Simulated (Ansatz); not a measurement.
# LiMg (Pm-3m): from the cell to its phonons, part 2 of 2

Wanted: vibrations and spectra of LiMg (Pm-3m); the cell is already relaxed. After the zone centre comes a 4×4×4 q mesh on a 12×12×12 k mesh.

Ansatz 0.2.0; DFT PBEsol, scalar-relativistic, plane waves, PAW.

So far. Step 2 (Zone-centre response): Before it was imposed, the acoustic sum rule was missed by 1.6e-5 eV/Å². Small misses are needed for a sound result but don't prove that mesh and cutoff are converged. The lowest optical mode is real, 325 cm⁻¹.

### 3. Response at finite wavevector

Stability and thermal properties need the whole zone. Linear response on a 4×4×4 q mesh gives force constants as far as a supercell of that size would.

The input, input.yaml:

```yaml
crystal:
  lattice:
    - [3.4138712483, 0.0, 0.0]
    - [0.0, 3.4138712483, 0.0]
    - [0.0, 0.0, 3.4138712483]
  atoms:
    - { symbol: Li, position: [0.0, 0.0, 0.0] }
    - { symbol: Mg, position: [0.5, 0.5, 0.5] }
kpoints:
  mp_grid: { grid: [12, 12, 12] }
hamiltonian:
  xc: pbesol
scf:
  occupations: { method: methfessel_paxton, width: 0.15 }
output:
  eigenvalues: true
phonons:
  method: dfpt
  qmesh: [4, 4, 4]
  temperatures: { t_max: 1000, t_step: 50 }
  qpath:
    path:
      - [[0.0, 0.0, 0.0], [0.0, 0.5, 0.0], [0.5, 0.5, 0.0], [0.0, 0.0, 0.0], [0.5, 0.5, 0.5], [0.0, 0.5, 0.0]]
      - [[0.5, 0.5, 0.5], [0.5, 0.5, 0.0]]
    npoints: 10
```

Run with:

```console
ansatz run input.yaml --threads 4 --pin off --max-ram 7168MiB --backend cpu --events-out ev --progress --plain --runs-dir out
```

Numbers of over 12 decimals in the logs are rounded to 6 here.

What it wrote:

```text
[...]
Crystal: 2 atoms, lattice volume = 39.787 Å³
Basis set: ecut = 420 eV, 751 PW (Γ), exchange–correlation on 48×48×48 points (8 copies of the dense FFT grid, shifted against one another)
Bands: 11, of which v1, the nominal top of the filled ones, is band 7 counted from 1 (6 counted from 0)
Symmetry: 48 space group operations
k-points: 84 of 1728
[...]
SCF iter   1: F=—  HF=-2115.170659 eV  |F-HF|=—  |Δ(HF+E_count)|=         —  Δρ=1.73e-3  dr2=5.84e-4  ethr=1.77e-3  ⟨swp⟩=5.0  Hψ=5390  notcnv=0
[...]
SCF iter   7: F=-2115.169276 eV  HF=-2115.169276 eV  |F-HF|=4.55e-13  |Δ(HF+E_count)|=  8.23e-11  S|Δr|=    0.00e0  Δρ=1.35e-8  dr2=4.50e-14  ethr=1.00e-12  ⟨swp⟩=5.9  Hψ=3594  notcnv=0
SCF 1 converged in 7 iterations: F = -2115.169276 eV  dr2 = 4.50e-14
[...]
phonons: the bands overlap, so this run is a metal and interpolates without the dipole-dipole term. If the crystal is really an insulator or semiconductor, its LO-TO splitting is missing
NSCF: frozen V_eff on 84 k-points
[...]
DFPT response loops at q = (0, 0, 0) (fractional): preconditioner auto → Kerker (q_TF=auto, 2.264 Å⁻¹) (partly filled bands, converged f_vac=0.000); β = 1.00, the filter's whole step (`scf.mixing.beta` (0.50) is not read by the response loops under this deck's `scf.mixing.preconditioner`; to damp them name `kerker` or `kerker_dos`, under which they read `scf.mixing.beta`, and type it under 1.00, their step now; both keys bind the ground state too); Broyden in place of MSR1
[...]
SCF converged after 7 iterations
[...]
Free energy (F): -2115.169276 eV
[...]
Internal energy: -2115.170585 eV  (E = F + TS)
E sigma→0 (E₀):  -2115.169604 eV
Entropy (-TS):   0.001309 eV (0.654 meV/atom)
Fermi energy:    3.787122 eV
[...]
--- Band table (eV; the first three rows and the last of 84) ---
  k-point 0: bands = [... 3 lower, -38.6627, -38.6627, -1.8203, 8.8872, 8.8872, 8.8872, 9.6917, 9.6917]
  k-point 1: bands = [... 3 lower, -38.6627, -38.6627, -1.7418, 7.6010, 8.9673, 8.9673, 9.7773, 11.0053]
  k-point 2: bands = [... 3 lower, -38.6625, -38.6625, -1.5077, 6.0783, 9.2071, 9.2071, 10.0330, 12.5199]
  k-point 83: bands = [... 3 lower, -38.6690, -38.6690, 6.0853, 6.0853, 6.0853, 6.4022, 6.4022, 6.4022]
--- Phonons (Γ-DFPT): 2 representative perturbations + reference (Σ response iterations 6) ---
  ASR residual: 1.582e-5 → 0.000e0 eV/Å²; symmetrization residual: 7.903e-7 eV/Å²
  ASR residual per site (eV/Å²): 9.11e-6 1.58e-5
  Γ frequencies (cm⁻¹): 0.00 0.00 0.00 324.70 324.70 324.70
--- Phonons (arbitrary-q DFPT): 10 irreducible q on the 4×4×4 mesh ---
  q = [0.0000, 0.0000, 0.0000] (star 1, of the zone-centre solve; hermiticity 7.55e-7, symmetrization 1.97e-12): -0.00 0.00 0.00 324.70 324.70 324.70
  q = [0.0000, 0.0000, 0.2500] (star 6, 4 solved perturbations in 1848 linear systems a pass and spin channel, the states on 588 of 1728 k-point pairs; hermiticity 9.74e-7, symmetrization 1.46e-12): 107.32 107.32 112.91 308.57 316.28 316.28
[...]
q = [0.0000, 0.2500, -0.5000] (star 12, 6 solved perturbations on 588 of 1728 k-point pairs; hermiticity 9.54e-7, symmetrization 2.53e-8): 115.61 126.14 157.07 301.20 311.94 312.60
[...]
sum rule: each row above includes the acoustic sum rule's correction from the zone centre's row sums; it moved no ω² by more than (0.60 cm⁻¹)²
  mesh force constants: q→R imaginary residual 3.07e-18; ASR residual 1.582e-5 → 0.000e0 eV/Å²; symmetrization residual 2.665e-15 eV/Å²
  interpolated dispersion: 62 rows × 6 modes
  density of states and harmonic sums: on the 20×20×20 q-mesh, interpolated from the force constants of a 4×4×4 supercell (no non-analytic term)
  largest difference from the sums on the solved wave vectors: F 1.13e-2 eV, S 1.53e-5 and C_V 4.01e-6 eV/K
  zero-point energy: 0.081656 eV/cell   skipped modes (ω ≤ 0): 3   left out of the sums: 6.25e-5 of the cell's modes: C_V's classical limit lies that fraction below 3 k_B per atom; for a crystal, a wire or a layer, F and S can be off by more, and a phonons.interpolated_qmesh denser along its periods is the remedy for the sampling
```

Wall time 1.7 min (4 threads of Arm Neoverse V2, shared host); peak memory 1.1 GiB.

This step gave:

```yaml
sum_rule_residual_before_enforcement: 1.58e-5 eV/Å²
lowest_frequency_on_the_path: 0 cm⁻¹
highest_frequency_on_the_path_or_at_a_solved_wavevector: 328.6 cm⁻¹
mean_frequency: 219.5 cm⁻¹
debye_temperature_second_moment: 442 K
logarithmic_mean_frequency: 198.1 cm⁻¹
lowest_mode_on_the_q_mesh_acoustic_modes_at_gamma_apart: 71.08 cm⁻¹
zero_point_energy_per_atom: 40.83 meV
heat_capacity_at_300_k: 22.48 J/(mol atoms K)
vibrational_entropy_at_300_k: 27.52 J/(mol atoms K)
edges_of_the_widest_gap_between_branches_on_path_and_mesh: 187, 277.8 cm⁻¹
```

Frequencies (cm⁻¹) solved at each irreducible wavevector; negative means imaginary. Frequencies by wavevector, by row:

```
q in reciprocal lattice units  star  mode 1  mode 2  mode 3  mode 4  mode 5  mode 6
                        0 0 0     1       0       0       0   324.7   324.7   324.7
                     0 0 0.25     6   107.3   107.3   112.9   308.6   316.3   316.3
                     0 0 -0.5     3   155.8   155.8   156.3   277.8     305     305
                  0 0.25 0.25    12    71.1   132.8   151.9   290.6   308.1   323.1
                  0 0.25 -0.5    12   115.6   126.1   157.1   301.2   311.9   312.6
                  0 -0.5 -0.5     3    99.1    99.1   159.8   302.3   328.6   328.6
               0.25 0.25 0.25     8   127.3   127.3   143.5   296.8   312.4   312.4
               0.25 0.25 -0.5    12   119.6   135.8   165.4   296.5   310.6   313.4
               0.25 -0.5 -0.5     6   142.7   142.7   161.6     295   314.9   314.9
               -0.5 -0.5 -0.5     1     187     187     187   307.3   307.3   307.3
```

Interpolated from a 4×4×4 q mesh. Phonon branches along the path, in cm⁻¹:

```
    point  branch 1  branch 2  branch 3  branch 4  branch 5  branch 6
        Γ         0         0         0       325       325       325
  halfway       107       107       113       309       316       316
        X       156       156       156       278       305       305
  halfway       116       126       157       301       312       313
        M        99        99       160       302       329       329
  halfway        71       133       152       291       308       323
        Γ         0         0         0       325       325       325
  halfway       127       127       144       297       312       312
        R       187       187       187       307       307       307
  halfway       120       136       165       296       311       313
        X       156       156       156       278       305       305
jump to R       187       187       187       307       307       307
  halfway       143       143       162       295       315       315
        M        99        99       160       302       329       329
```

The phonon branches as a text plot (rows in cm⁻¹):

```
    322 |****       ********************                      ***
    308 |   ********  **********    *   **********************  *
    294 |    **   * **     ****      ****         ******   *****
    281 |      ***                                      **
    267 |
    253 |
    240 |
    226 |
    212 |
    199 |
    185 |                                    *****        *
    171 |                                   **   ****      **
    157 |      ************  *             **     *  *****  *****
    144 |     *   *        ** *      *******      **  ***    *
    130 |    *    **      *  *          ***        *****
    116 |   *       *    *    **                    **        *
    103 |   *       *****           *  *                       **
     89 |                **    **    **
     75 |  *               ***
     62 |  *                  * *  **
     48 | *                    * *
     34 |                       ** *
     21 |*                       *
      7 |                         *
         Γ      X      M          Γ            R        X|R     M
```

Tetrahedra on a 20×20×20 mesh, mean over bins of 5 cm-1. Interpolated from a 4×4×4 q mesh. The phonon density of states by wavenumber; read off at these points:

```
wavenumber (cm⁻¹)  phonon density of states (1/cm⁻¹/cell)
                2                                       0
               18                                  7.0e-5
               32                                  5.0e-4
               48                                 0.00134
               62                                 0.00344
               78                                 0.00708
               98                                  0.0178
              112                                  0.0303
              128                                  0.0323
              138                                  0.0469
              142                                  0.0376
              158                                  0.0666
              172                                 0.00683
              188                                  1.7e-4
              202                                       0
              218                                       0
              232                                       0
              252                                       0
              268                                       0
              282                                  0.0018
              298                                  0.0886
              312                                  0.0957
              328                                 0.00832
```

The partial phonon density of states has structure finer than the step of the table below, so its rows give means over 10 cm⁻¹, whole bins alone (the curve runs from -10 to 348 cm⁻¹). Peaks (cm⁻¹: height): Li 300.9: 0.0973; Mg 136.5: 0.0425, 156.7: 0.0606, 319.0: 0.0158.

Phonopy on the run's constants, 17x17x17 mesh, Gaussian sigma 2.6 cm-1. Interpolated from a 4×4×4 q mesh. The partial phonon density of states by wavenumber; means over each step; values in 1/cm⁻¹/cell:

```
wavenumber (cm⁻¹)       Li       Mg
                0   1.3e-5   4.5e-5
               10   4.0e-7   2.7e-6
               20   3.0e-5   1.1e-4
               30   1.2e-4   4.3e-4
               40   1.9e-4   7.0e-4
               50   3.6e-4  0.00133
               60   6.8e-4  0.00265
               70  0.00102  0.00405
               80  0.00158  0.00652
               90  0.00233  0.00985
              100  0.00378   0.0166
              110  0.00480   0.0237
              120  0.00458   0.0266
              130  0.00439   0.0307
              140  0.00382   0.0377
              150  0.00204   0.0511
              160   7.4e-4   0.0431
              170   2.3e-4   0.0103
              180   5.2e-5  0.00341
              190   2.2e-6   3.7e-4
              200        0        0
              210        0        0
              220        0        0
              230        0        0
              240        0        0
              250        0        0
              260        0        0
              270   2.0e-5        0
              280  0.00142   3.9e-5
              290   0.0269   6.0e-4
              300   0.0845  0.00331
              310   0.0835   0.0106
              320   0.0639   0.0139
              330  0.00899  0.00229
              340   5.0e-6   1.0e-6
```

Second derivatives of the energy by pair, one row for each kind of neighbour of each atom listed. Each entry sums the pair over the periodic images of the supercell that the q mesh stands for, and in a polar crystal it holds the long-range dipole part too. Force constants by pair, by row:

```
atom  neighbour  distance (Å)  third of the trace (eV/Å²)  along the pair's line (eV/Å²)
 Li1     itself             0                       2.207                              –
 Li1         Mg         2.956                     -0.2457                        -0.7351
 Li1         Li         3.414                     -0.0099                         0.0157
 Li1         Li         4.828                      0.0011                         0.0084
 Li1         Mg         5.661                     -0.0064                         -0.017
 Li1         Li         5.913                     -0.0037                        -0.0118
 Li1         Li         6.828                      0.0102                         0.0369
 Li1         Mg          7.44                     6.00e-4                         0.0047
 Mg2     itself             0                       2.372                              –
 Mg2         Li         2.956                     -0.2457                        -0.7351
 Mg2         Mg         3.414                     -0.0703                        -0.1378
 Mg2         Mg         4.828                      0.0069                         0.0382
 Mg2         Li         5.661                     -0.0064                         -0.017
 Mg2         Mg         5.913                      0.0022                         0.0088
 Mg2         Mg         6.828                      0.0191                         0.0713
 Mg2         Li          7.44                     6.00e-4                         0.0047
```

Harmonic thermodynamic functions per atom, from the density of states. Interpolated from a 4×4×4 q mesh. Thermodynamic functions, by row:

```
T (K)  F_vib (meV/atom)  S (J/mol-atom/K)  C_V (J/mol-atom/K)
    0             40.83                 0                   0
   50              40.6             1.785               4.636
  100             38.26             7.484                12.3
  200             24.39             18.86               19.96
  300              0.14             27.52               22.48
  400            -31.95             34.14                23.5
  500            -70.18             39.45                  24
  600            -113.4             43.85               24.28
  700            -160.8             47.61               24.45
  800            -211.9             50.88               24.57
  900            -266.2             53.78               24.64
 1000            -323.3             56.38                24.7
```

Harmonic mean-square displacement, third of the trace. Interpolated from a 4×4×4 q mesh. Mean square displacements, by row:

```
T (K)  Li1 U_eq (Å²)  Mg2 U_eq (Å²)
    0        0.00943        0.00521
  100        0.01127        0.00775
  300         0.0218        0.01919
  600         0.0408        0.03755
```

Symmetry leaves 10 wavevectors to solve. The lowest mode among them, the acoustic zeros apart, lies at q = (0, 0.25, 0.25) and is real, 71.1 cm⁻¹.

### 4. Isotope substitution, element Li, natural mass 6.94 amu

An isotope changes the mass and not the force constants, so no new electronic calculation is needed; the shifts show which modes move this element.

The same force constants with the mass of Li changed from 6.940 to 6.015 u (phonopy, no LO-TO term). Both lists are sorted by frequency; levels can cross, so a row need not hold one and the same mode. Modes under 3 cm⁻¹ are left out. Isotope shifts, by row:

```
          q  rank  natural mass (cm⁻¹)  changed mass (cm⁻¹)
      0 0 0     4                324.7                343.6
      0 0 0     5                324.7                343.6
      0 0 0     6                324.7                343.6
   0 0 0.25     1                107.3                108.3
   0 0 0.25     2                107.3                108.3
   0 0 0.25     3                112.9                  114
   0 0 0.25     4                308.6                328.3
   0 0 0.25     5                316.3                336.6
   0 0 0.25     6                316.3                336.6
   0 0 -0.5     1                155.8                155.8
   0 0 -0.5     2                155.8                155.8
   0 0 -0.5     3                156.3                156.3
   0 0 -0.5     4                277.8                298.4
   0 0 -0.5     5                  305                327.6
   0 0 -0.5     6                  305                327.6
0 0.25 0.25     1                71.08                72.11
0 0.25 0.25     2                132.8                133.5
0 0.25 0.25     3                151.9                151.9
0 0.25 0.25     4                290.6                312.1
0 0.25 0.25     5                308.1                329.1
0 0.25 0.25     6                323.1                342.1
```

A mode of this element alone would shift by +7.41 %. The highest zone-centre frequency without the field goes from 324.7 to 343.6 cm⁻¹ (+5.8 %). The product of the frequency ratios over all optical modes at Γ is 1.185; the product rule, (m/m′)^(3k/2) (M′/M)^(3/2) with k = 1 such atoms and M the mass of the cell, gives 1.185.

### 5. Another isotope, element Mg, natural mass 24.305 amu

The same for Mg, from 24.30 to 25.98 u.

A mode of this element alone would shift by -3.28 %. The highest zone-centre frequency without the field goes from 324.7 to 322.4 cm⁻¹ (-0.7 %). The product of the frequency ratios over all optical modes at Γ is 0.979; the product rule, (m/m′)^(3k/2) (M′/M)^(3/2) with k = 1 such atoms and M the mass of the cell, gives 0.979.

### 6. Summary of results

```
space group (within 0.01 Å)                             : Pm-3m
volume per atom                                         : 19.9 Å³
electronic character                                    : no gap on this mesh
highest optical mode at the zone centre (no LO-TO term) : 325 cm⁻¹
lowest optical zone-centre mode                         : 325 cm⁻¹
lowest mode on the q mesh (acoustic modes at Γ apart)   : 71.1 cm⁻¹
highest frequency on the path or at a solved wavevector : 329 cm⁻¹
zero-point energy per atom                              : 40.8 meV
heat capacity at 300 K                                  : 22.5 J/(mol atoms K)
vibrational entropy at 300 K                            : 27.5 J/(mol atoms K)
Debye temperature (second moment)                       : 442 K
imaginary modes on the 4×4×4 q mesh                     : none
```

**Reading.** The structure is a minimum as far as tested: no mode is imaginary at the 10 irreducible wavevectors of the 4×4×4 mesh, and the softest away from the acoustic zeros lies at 71 cm⁻¹. The optical modes at Γ form one degenerate level at 325 cm⁻¹. The highest mode in this list at Γ, 324.7 cm⁻¹, is mostly motion of Li (78 % of the kinetic energy). On the path and the mesh, the widest gap between branches runs from 187 to 278 cm⁻¹. With no gap, or one that is small against the smearing, the frequencies hang on the k mesh and the smearing, most of all near Kohn anomalies. The phonon runs are without spin polarisation, although the cell has an odd electron count. A phonon run warned that its eigensolver left some bands unconverged in a pass. These are harmonic frequencies at zero temperature: anharmonic shifts, linewidths and thermal expansion are left out.

[Logs are printed without paths, hosts, clocks, repeated set-up lines and the standing remarks that a program may print on its own settings, such as how far it seeks lower states.]

[Hosts, paths, dates, database ids (printed as entryN), source tags and the programs' standing remarks are cut or masked in the printed files.]
